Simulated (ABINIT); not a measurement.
# BaZrSe3 (P1): G0W0 in ABINIT against the wavefunction cutoff in GW, part 2 of 2

How does the gap of BaZrSe3 (P1) converge in the wavefunction cutoff in GW?

ABINIT 10.8.3; PBEsol and many-body steps on it, plane waves. Known limits of the many-body steps: not at the basis limit; exchange with frozen shells missing; no spin-orbit coupling; coarse k mesh.

So far. Step 2 (Screening, 2×2×2 mesh, 96 bands, screening to 106.1 eV): Local fields lower ε∞ by 22 %. On a Γ-centred mesh this coarse the value itself is usually too large, while a short band sum pulls it down. Step 5 (19.5 Ha): The gap on the mesh goes from 0.16 eV to 1.65 eV, a correction of +1.50 eV.

### Step 6. Screening, 2×2×2 mesh, 96 bands, screening to 106.1 eV

This step: RPA screening on PBEsol, plane waves, norm-conserving pseudopotentials.

File run.abi:

```
acell 3*1.0 Angstrom
rprim 
  5.287383000000 -0.000000000000 -0.000000000000
  0.003576000000 5.296392000000 -0.000000000000
  0.007950000000 0.010054000000 5.309462000000
ntypat 3
znucl 56 40 34
natom 5
typat 1 2 3 3 3
xred 
  0.998643000000 0.998478000000 0.998673000000
  0.476578000000 0.490069000000 0.476727000000
  0.488317000000 0.998506000000 0.502693000000
  0.983845000000 0.511636000000 0.518540000000
  0.492614000000 0.501310000000 0.993370000000
pp_dirpath "pseudos"
pseudos "Ba.upf, Zr.upf, Se.upf"
ecut 39
ngkpt 2 2 2
nshiftk 1
shiftk 0 0 0
kptopt 1
chksymbreak 0
istwfk *1
occopt 1
irdwfk 1
optdriver 3
nband 96
ecuteps 3.9
inclvkb 2
awtr 1
symchi 1
ecutwfn 29.2
indata_prefix "in"
outdata_prefix "out"
tmpdata_prefix "tmp"
```

On the command line:

```
OMP_NUM_THREADS=1 mpirun -n 8 abinit run.abi > log
```

The program printed:

```text
.Version 10.8.3 of ABINIT. v10.8.2 released Aug 2026.

 Symmetries : space group P1 (#  1); Bravais aP (primitive triclinic)
[... echo of the input left out ...]
== DATASET  1 ==================================================================
-   mpi_nproc: 8, omp_nthreads: 1 (-1 if OMP is not activated)

--- !DatasetInfo
iteration_state: {dtset: 1, }
dimensions: {natom: 5, nkpt: 8, mband: 96, nsppol: 1, nspinor: 1, nspden: 1, mpw: 7580, }
cutoff_energies: {ecut:  29.2, pawecutdg:  -1.0, }
[...]
--------------------------------------------------------------------------------
[... chi0 elements left out ...]
 For q-point:  0.000010 0.000020 0.000030
  dielectric constant =  24.3900
  dielectric constant without local fields =  31.1575

  Average fulfillment of the sum rule on Im[epsilon] for q-point    1 :     38.65  [%]
[... wings left out ...]
  q-point number  2        q = ( 0.500000, 0.000000, 0.000000) [r.l.u.]
--------------------------------------------------------------------------------
[... chi0 elements left out ...]
  Average fulfillment of the sum rule on Im[epsilon] for q-point    2 :     45.61  [%]

 [... 6 further q-points ...]
```

Run time: 28 s. Hardware: 8 MPI ranks of Arm Neoverse V2, shared host; peak memory 3 GiB.

Numbers from this step:

```
ε∞ with local fields, on this mesh, along the program's q direction : 24.39
the same without local fields                                       : 31.16
plasma frequency                                                    : 25.48 eV
plane waves in the screening matrix                                 : 365
```

### Step 7. 29.2 Ha

This step: G0W0 on PBEsol, plane waves, norm-conserving pseudopotentials.

run.abi, as its differences from that of step 6:

```diff
@@ -26,8 +26,17 @@
 irdwfk 1
-optdriver 3
+optdriver 4
 nband 96
+gwcalctyp 0
+ecutsigx 29.2
+symsigma 1
+nkptgw 2
+kptgw 
+  0.5000000000 0.5000000000 0.5000000000
+  0.0000000000 0.0000000000 0.0000000000
+bdgw 
+  34 37
+  34 37
 ecuteps 3.9
-inclvkb 2
-awtr 1
-symchi 1
+irdscr 1
+ppmodel 1
 ecutwfn 29.2
```

The program printed:

```text
.Version 10.8.3 of ABINIT. v10.8.2 released Aug 2026.

 Symmetries : space group P1 (#  1); Bravais aP (primitive triclinic)
[... echo of the input left out ...]
== DATASET  1 ==================================================================
-   mpi_nproc: 8, omp_nthreads: 1 (-1 if OMP is not activated)

--- !DatasetInfo
iteration_state: {dtset: 1, }
dimensions: {natom: 5, nkpt: 8, mband: 96, nsppol: 1, nspinor: 1, nspden: 1, mpw: 7580, }
cutoff_energies: {ecut:  29.2, pawecutdg:  -1.0, }
[...]
Band     E0 <VxcDFT>   SigX SigC(E0)      Z dSigC/dE  Sig(E)    E-E0       E
[...]
36   5.166 -12.569  -7.743  -3.403   0.788  -0.269 -11.447   1.122   6.287
       37   5.296 -12.655  -8.186  -3.179   0.789  -0.267 -11.637   1.018   6.313

== END DATASET(S) ==============================================================
================================================================================

 -outvars: echo values of variables after computation  --------
           etotal      0.0000000000E+00
            nband          96
             nkpt           8
          spgroup           1
 [... the other variables as echoed above ...]

 Calculation completed.
```

The job ended after 8.2 s (8 MPI ranks; peak memory 1.9 GiB).

This step gave:

```yaml
g0w0_gap_on_the_points_computed: 1.646 eV
starting_gap_on_the_mesh: 0.1573 eV
k_of_the_valence_top: 0.5, 0.5, 0.5
k_of_the_conduction_bottom: 0, 0, 0
least_direct_g0w0_gap_on_the_computed_points: 2.122 eV
```

Against the run before, the gap moves by −0.007 eV.

### Step 8. Screening, 2×2×2 mesh, 96 bands, screening to 106.1 eV

This step: RPA screening on PBEsol, plane waves, norm-conserving pseudopotentials.

run.abi, as its differences from that of step 7:

```diff
@@ -26,18 +26,8 @@
 irdwfk 1
-optdriver 4
+optdriver 3
 nband 96
-gwcalctyp 0
-ecutsigx 29.2
-symsigma 1
-nkptgw 2
-kptgw 
-  0.5000000000 0.5000000000 0.5000000000
-  0.0000000000 0.0000000000 0.0000000000
-bdgw 
-  34 37
-  34 37
 ecuteps 3.9
-irdscr 1
-ppmodel 1
-ecutwfn 29.2
+inclvkb 2
+awtr 1
+symchi 1
 indata_prefix "in"
```

The program printed:

```text
.Version 10.8.3 of ABINIT. v10.8.2 released Aug 2026.

 Symmetries : space group P1 (#  1); Bravais aP (primitive triclinic)
[... echo of the input left out ...]
== DATASET  1 ==================================================================
-   mpi_nproc: 8, omp_nthreads: 1 (-1 if OMP is not activated)

--- !DatasetInfo
iteration_state: {dtset: 1, }
dimensions: {natom: 5, nkpt: 8, mband: 96, nsppol: 1, nspinor: 1, nspden: 1, mpw: 11685, }
cutoff_energies: {ecut:  39.0, pawecutdg:  -1.0, }
[...]
--------------------------------------------------------------------------------
[... chi0 elements left out ...]
 For q-point:  0.000010 0.000020 0.000030
  dielectric constant =  24.3351
  dielectric constant without local fields =  31.0822

  Average fulfillment of the sum rule on Im[epsilon] for q-point    1 :     38.66  [%]
[... wings left out ...]
  q-point number  2        q = ( 0.500000, 0.000000, 0.000000) [r.l.u.]
--------------------------------------------------------------------------------
[... chi0 elements left out ...]
  Average fulfillment of the sum rule on Im[epsilon] for q-point    2 :     45.61  [%]

 [... 6 further q-points ...]
```

Run time: 38 s. Hardware: 8 MPI ranks; peak memory 4 GiB.

This step gave:

```yaml
eps_infinity_with_local_fields_on_this_mesh_along_the_program_s_q_direction: 24.34
the_same_without_local_fields: 31.08
plasma_frequency: 25.48 eV
plane_waves_in_the_screening_matrix: 365
```

### Step 9. 39 Ha

This step: G0W0 on PBEsol, plane waves, norm-conserving pseudopotentials.

run.abi, as its differences from that of step 8:

```diff
@@ -26,8 +26,17 @@
 irdwfk 1
-optdriver 3
+optdriver 4
 nband 96
+gwcalctyp 0
+ecutsigx 39
+symsigma 1
+nkptgw 2
+kptgw 
+  0.5000000000 0.5000000000 0.5000000000
+  0.0000000000 0.0000000000 0.0000000000
+bdgw 
+  34 37
+  34 37
 ecuteps 3.9
-inclvkb 2
-awtr 1
-symchi 1
+irdscr 1
+ppmodel 1
 indata_prefix "in"
```

The program printed:

```text
.Version 10.8.3 of ABINIT. v10.8.2 released Aug 2026.

 Symmetries : space group P1 (#  1); Bravais aP (primitive triclinic)
[... echo of the input left out ...]
== DATASET  1 ==================================================================
-   mpi_nproc: 8, omp_nthreads: 1 (-1 if OMP is not activated)

--- !DatasetInfo
iteration_state: {dtset: 1, }
dimensions: {natom: 5, nkpt: 8, mband: 96, nsppol: 1, nspinor: 1, nspden: 1, mpw: 11685, }
cutoff_energies: {ecut:  39.0, pawecutdg:  -1.0, }
[...]
Band     E0 <VxcDFT>   SigX SigC(E0)      Z dSigC/dE  Sig(E)    E-E0       E
[...]
36   5.166 -12.570  -7.747  -3.403   0.788  -0.269 -11.451   1.119   6.285
       37   5.296 -12.656  -8.190  -3.179   0.789  -0.267 -11.641   1.016   6.311

== END DATASET(S) ==============================================================
================================================================================

 -outvars: echo values of variables after computation  --------
           etotal      0.0000000000E+00
            nband          96
             nkpt           8
          spgroup           1
 [... the other variables as echoed above ...]

 Calculation completed.
```

The job ended after 9 s (8 MPI ranks; peak memory 2.2 GiB; 71 s of CPU time).

Numbers from this step:

```yaml
g0w0_gap_on_the_points_computed: 1.640 eV
starting_gap_on_the_mesh: 0.1573 eV
k_of_the_valence_top: 0.5, 0.5, 0.5
k_of_the_conduction_bottom: 0, 0, 0
least_direct_g0w0_gap_on_the_computed_points: 2.117 eV
```

Against the run before, the gap moves by −0.006 eV.

### Step 10. The runs together

Times are wall times on 8 MPI ranks of Arm Neoverse V2, shared host, good to a factor of about two. A run's time includes the screening step that it read.

```tsv
run	mesh	bands	screening cutoff (eV)	DFT gap (eV)	gap on the mesh (eV)	direct (eV)	ε∞ used	time
11.7 Ha	2×2×2	96	106.1	0.157	1.448	1.953	24.65	20 s
19.5 Ha	2×2×2	96	106.1	0.157	1.653	2.127	24.99	26 s
29.2 Ha	2×2×2	96	106.1	0.157	1.646	2.122	24.39	37 s
39 Ha	2×2×2	96	106.1	0.157	1.640	2.117	24.34	47 s
```

### Step 11. Outcome

```json
{
 "11.7 Ha": "1.448 eV",
 "19.5 Ha": "1.653 eV",
 "29.2 Ha": "1.646 eV",
 "39 Ha": "1.640 eV",
 "known limits": "not at the basis limit; exchange with frozen shells missing; no spin-orbit coupling; coarse k mesh"
}
```

The setting moved: wavefunction cutoff in GW. From 11.7 Ha to 39 Ha the gap moves by +0.19 eV, for 2.4 times the time. It holds to 0.03 eV from 19.5 Ha on. Bands and screening cutoff are coupled, so a series along one setting does not show full convergence. The exchange cutoff follows the wavefunction cutoff here. Bands and cutoff are finite, so the gap is not at the basis limit. The miss can reach some tenths of an eV and take either sign; the mesh is an error of its own. In the first G0W0 run levels were corrected at 2 k points alone, so a gap called «on the mesh» is the least over those, and an edge elsewhere would be missed. The 2×2×2 mesh is coarse for this cell, which bears on the long-range parts of exchange and screening. The norm-conserving file of at least one element keeps a d shell over frozen s and p shells of the same row. Exchange with those shells is missing from the self-energy, an error of 0.3 to 0.9 eV in cases checked, whose sign depends on which edge lies on those atoms. The many-body steps are scalar-relativistic: spin-orbit coupling is not in them.

[Paths, hosts, dates, memory and timing lines, banners, echoed tables and standing remarks are left out of the program output.]

[Logs are printed without paths, hosts, clocks, repeated set-up lines and the standing remarks that a program may print on its own settings, such as how far it seeks lower states.]

[Runs of the session that timed out or met a known fault of the program may be left out.]

[No measured gap is set beside runs whose start may be inverted or whose files or cutoffs have a known fault.]

[Hosts, paths, dates, database ids (printed as entryN), source tags and the programs' standing remarks are cut or masked in the printed files.]

[G0W0 gaps are taken among the corrected bands and points alone; a level outside them can change the order at an edge.]

[Where Ansatz stands beside ABINIT at settings called matched, ABINIT's density can come from a denser mesh and the files from another edition; pairs whose starting gaps differed by over 0.03 eV were left out, so agreement reads better than it is.]
